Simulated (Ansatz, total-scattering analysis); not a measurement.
# amorphous 18ZrO2-82SiO2 (mol %): run and scatter

Aim: the structure of amorphous 18ZrO2-82SiO2 (mol %) at 300 K, and the X-ray and neutron patterns it would give.

Method: ab initio molecular dynamics with Ansatz (PBE, plane waves, PAW set soft_1, Langevin thermostat, no spin, fixed volume). Composition: Si 27.3, Zr 6.1, O 66.7 atom %; 66 atoms. The average runs over 1.70 ps of 66 atoms, so shells between rare elements are rough. Mean temperature 345 K, largest m.s.d. 0.09 Å², energy drift +0 meV an atom (last third less first, no steady trend), Langevin friction 2 ps⁻¹; the first quarter of the run is discarded. Preparation: atoms packed at random with minimum distances, then 1.8 ps at 3200 K, 1.8 ps at 1980 K and 1.8 ps at 1060 K with a cheaper basis and a friction of 10 ps⁻¹ (mean temperature of the first stage 3316 K), too short to forget the start in full. So short a stretch relaxes bonds and nearest shells but still remembers its start.

## The run

The step of 1.5 fs has to resolve the fastest vibration, that of the lightest atoms and stiffest bonds. The volume is fixed, since the run is too short for a cell to find its own; the mean pressure then hints how far the functional is from its own density, with errors up to a few GPa from cell size, k-points and loose SCF steps (the program warns of the last). One k-point, Γ, is the usual economy for a cell of this size. Smeared occupations keep the forces smooth should levels come near the Fermi energy. A Langevin thermostat samples the right structure once equilibrated, but its friction lowers diffusion.

input.yaml:

```yaml
crystal:
  lattice:
    - [9.9325, 0.0, 0.0]
    - [0.0, 9.9325, 0.0]
    - [0.0, 0.0, 9.9325]
  atoms:
    - { symbol: Si, position: [0.53977, 0.74678, 0.16741] }
    - { symbol: Si, position: [0.136, 0.21065, 0.4597] }
    - { symbol: Si, position: [0.9556, 0.32516, 0.22721] }
    - { symbol: Si, position: [0.46757, 0.53291, 0.80106] }
[... 60 atom lines left out ...]
    - { symbol: O, position: [0.8142, 0.34021, 0.28754] }
    - { symbol: O, position: [0.86168, 0.63886, 0.68652] }
kpoints:
  mp_grid: { grid: [1, 1, 1] }
scf:
  occupations: { method: fermi_dirac, width: 0.0259 }
hamiltonian:
  xc: pbe
  pseudopotentials: { kind: paw, azcp: { folder: soft_1 } }
output:
  forces: true
  stress: true
md:
  timestep: 1.5
  n_steps: 1500
  ensemble: nvt_langevin
  temperature: 300.0
  initial_velocities: maxwell_boltzmann
  seed: 7
  friction: 0.002
```

```console
$ ansatz run input.yaml --threads 16 --pin off --max-ram 32768MiB --backend cuda --events-out ev --progress --plain --runs-dir out --max-vram 52GiB
```

```text
Warning: md: disabling space-group detection — thermal motion breaks the input geometry's symmetry, so no spatial operation reduces the k-mesh or symmetrises the density; time reversal is kept, so that k and −k are [...]
Warning: output.stress: scf.convergence.dr2_threshold = 6.6e-8 eV (the default of an md: trajectory) is looser than the 6.6e-9 eV advised for a printed stress (1e-10 eV for each atom of the cell: 66). What an SCF [...]
Engine: ansatz 0.2.0, aarch64-unknown-linux-gnu
Pseudopotential: Si, paw, valence charge 4, recommended cutoff 420 eV (normal), soft_1/Si.paw.azcp
Pseudopotential: Zr, paw, valence charge 12, recommended cutoff 420 eV (normal), soft_1/Zr.paw.azcp
Pseudopotential: O, paw, valence charge 6, recommended cutoff 420 eV (normal), soft_1/O.paw.azcp
Functional definition: PBE
Crystal: 66 atoms, lattice volume = 979.886 Å³
Basis set: ecut = 420 eV, 19213 PW (Γ), exchange–correlation on 144×144×144 points (8 copies of the dense FFT grid, shifted against one another)
Bands: 258, of which v1, the nominal top of the filled ones, is band 192 counted from 1 (191 counted from 0)
k-points: 1
[... other set-up lines, SCF lines and steps between those shown are left out ...]
md step     0: t =     0.00 fs  T =   295.5 K  F+E_penalty+E_count = -53210.12664070 eV  E_kin = 2.520570 eV  P_inst = 0.9328 GPa  (13 SCF iters)
md step     1: t =     1.50 fs  T =   310.2 K  F+E_penalty+E_count = -53210.19880168 eV  E_kin = 2.646287 eV  P_inst = 0.9429 GPa  (9 SCF iters)
md step    60: t =    90.00 fs  T =   533.1 K  F+E_penalty+E_count = -53213.06856150 eV  E_kin = 4.548247 eV  P_inst = 2.5940 GPa  (9 SCF iters)
md step   120: t =   180.00 fs  T =   599.7 K  F+E_penalty+E_count = -53214.86451140 eV  E_kin = 5.115793 eV  P_inst = 2.6287 GPa  (9 SCF iters)
md step   180: t =   270.00 fs  T =   484.6 K  F+E_penalty+E_count = -53214.45829687 eV  E_kin = 4.134510 eV  P_inst = 3.3413 GPa  (10 SCF iters)
md step   240: t =   360.00 fs  T =   399.3 K  F+E_penalty+E_count = -53214.08264448 eV  E_kin = 3.406662 eV  P_inst = 2.7117 GPa  (9 SCF iters)
md step   360: t =   540.00 fs  T =   345.4 K  F+E_penalty+E_count = -53214.90589991 eV  E_kin = 2.946615 eV  P_inst = 3.3150 GPa  (9 SCF iters)
md step   480: t =   720.00 fs  T =   381.2 K  F+E_penalty+E_count = -53215.68275795 eV  E_kin = 3.251985 eV  P_inst = 2.7517 GPa  (9 SCF iters)
md step   600: t =   900.00 fs  T =   333.9 K  F+E_penalty+E_count = -53215.33624153 eV  E_kin = 2.848695 eV  P_inst = 3.0992 GPa  (9 SCF iters)
md step   720: t =  1080.00 fs  T =   363.6 K  F+E_penalty+E_count = -53215.71604823 eV  E_kin = 3.102128 eV  P_inst = 3.1747 GPa  (9 SCF iters)
md step   840: t =  1260.00 fs  T =   357.9 K  F+E_penalty+E_count = -53215.82267555 eV  E_kin = 3.053067 eV  P_inst = 3.0437 GPa  (9 SCF iters)
md step   960: t =  1440.00 fs  T =   321.6 K  F+E_penalty+E_count = -53215.67957534 eV  E_kin = 2.743804 eV  P_inst = 1.1434 GPa  (9 SCF iters)
md step  1080: t =  1620.00 fs  T =   319.6 K  F+E_penalty+E_count = -53215.56008989 eV  E_kin = 2.726498 eV  P_inst = 0.9543 GPa  (9 SCF iters)
md step  1200: t =  1800.00 fs  T =   329.0 K  F+E_penalty+E_count = -53215.23566965 eV  E_kin = 2.806412 eV  P_inst = 2.8199 GPa  (9 SCF iters)
md step  1320: t =  1980.00 fs  T =   321.1 K  F+E_penalty+E_count = -53215.43097366 eV  E_kin = 2.738976 eV  P_inst = 2.3745 GPa  (9 SCF iters)
md step  1440: t =  2160.00 fs  T =   344.2 K  F+E_penalty+E_count = -53215.95819279 eV  E_kin = 2.936044 eV  P_inst = 2.3369 GPa  (9 SCF iters)
[... last step's energies and forces left out ...]
--- MD trajectory: 1500 steps, t = 0.0 → 2250.0 fs ---
  final state: T = 335.2 K   F+E_penalty+E_count = -53215.89962847 eV   E_kin = 2.859573 eV
```

It took 6.2 min on 1 × NVIDIA GB200 with 16 threads of Arm Neoverse V2, with other jobs on the host, peak memory 1.1 GiB.

## Analysis

The totals are in Faber–Ziman form. Below 4 Å⁻¹ the partials are summed on the cell's own reciprocal vectors (from 0.63 Å⁻¹) and folded with a Gaussian of σ = 0.14 Å⁻¹; above it they are transforms of g(r) out to 6.7 Å, tapered over the last 40 %. The fold lowers sharp peaks, and with so few vectors their positions are good to about 0.1 Å⁻¹. X-rays take neutral-atom form factors, neutrons coherent lengths (Si 4.15071, Zr 7.16, O 5.8037 fm). G(r) = 4πrρ₀[g(r) − 1] carries the resolution of a Lorch-windowed transform up to 20 Å⁻¹. The patterns are simulated, not measured. The cell is small: beyond half the box only the part of each shell inside it is counted, and low-Q values rest on few vectors. It is averaged over 126 frames.

```csv
T (K),state,density (g/cm³),first clear X-ray maximum (Å⁻¹),its height (X-ray),first clear neutron maximum (Å⁻¹),its height (neutron),Si–O (Å),O around Si,Zr–O (Å),O on one former (%),held,"D over the elements, rough (10⁻⁹ m²/s)"
300,rigid,2.668,2.19,1.12,3.00,1.03,1.63,4.00,1.98,31.8,"volume, 2.9 GPa mean",-
```

neutron S(Q):

```tsv
Q (Å⁻¹)	300 K
0.8	0.50
1.1	0.80
1.4	0.69
1.7	0.64
2.0	0.68
2.3	0.67
2.6	0.90
2.9	1.01
3.2	0.96
3.5	0.77
3.8	0.88
4.1	0.92
4.4	1.06
4.7	1.23
5.0	1.34
5.3	1.30
5.6	1.10
5.9	0.88
6.2	0.76
6.5	0.74
6.8	0.81
7.1	0.92
7.4	1.04
7.7	1.13
8.0	1.14
8.3	1.08
8.6	1.00
8.9	0.97
```

At 300 K the maxima of S(Q), Q in Å⁻¹ (height), are X-ray: 2.19 (1.12), 4.76 (1.22), 7.79 (1.05), 12.52 (1.06); neutron: 3.00 (1.03), 5.08 (1.35), 7.90 (1.15), 9.65 (1.05). Weak or low-Q maxima rest on few vectors and may or may not be a real pre-peak: X-ray 1.18 (0.90), X-ray 1.58 (0.95), neutron 1.16 (0.82). Its shells:

```
 pair  first peak (Å)  g there  first minimum (Å)  g there                    neighbours  X-ray weight (f = Z)  neutron weight
 Si–O            1.63     22.3               2.08     0.00    4.0 O per Si, 1.6 Si per O                  0.30            0.30
 Zr–O            1.98      9.3               2.76     0.07    4.8 O per Zr, 0.4 Zr per O                  0.19            0.11
  O–O            2.65      4.9               3.90     0.64                          10.3                  0.21            0.51
Si–Si            2.98      4.0               3.40     0.10                           3.2                  0.11            0.04
Si–Zr            3.47      3.9               3.88     0.53  1.0 Zr per Si, 4.4 Si per Zr                  0.14            0.03
```

Bonded neighbours (only these pairs count: cutoffs Si–O 2.08 Å, Zr–O 2.76 Å): Si: 4 100 %; Zr: 4 15 %, 5 85 %; O: 2 92 %, 3 7.7 %. Bridging oxygens per network former of four or fewer bonds: Si: Q2 17 %, Q3 44 %, Q4 39 %. Oxygen by network formers bound (Si, B, P, Ge and Al count): none 2.3 %, one 32 %, two 66 %. O–Si–O peak at 106°, Si–O–Si peak at 128° and O–Zr–O peak at 92°. These counts come from 15 frames.

**Reading.** The first Si–O shell holds 4.0 O at 1.63 Å, and g falls to nearly zero behind it. The first Zr–O shell holds 4.8 O at 1.98 Å, and g falls to nearly zero behind it. Unlike atoms are nearest: the pair functions peak at 1.63 Å (Si–O) and 2.65 Å (O–O). The ratio of these peaks, 1.63 (±0.04), compares with 1.73 for a triangle, 1.63 for a tetrahedron and 1.41 for an octahedron, and Si has 4.0 anions. The weights that differ most between the probes (X-ray, neutron): O–O 0.21 and 0.51, Si–Zr 0.14 and 0.03 and Zr–O 0.19 and 0.11. At 3.00 Å⁻¹ neutrons show a peak (1.03) where X-rays give 0.72: term by term, w(S − 1) with f = Z as a rough X-ray weight: O–O +0.49 against +0.20, Si–Zr -0.02 against -0.07 and Si–Si +0.03 against +0.07 (neutron against X-ray). It is one small sample quenched within picoseconds, so it is less relaxed than a real glass or film.

[Logs are printed without paths, hosts, clocks, repeated set-up lines and the standing remarks that a program may print on its own settings, such as how far it seeks lower states.]
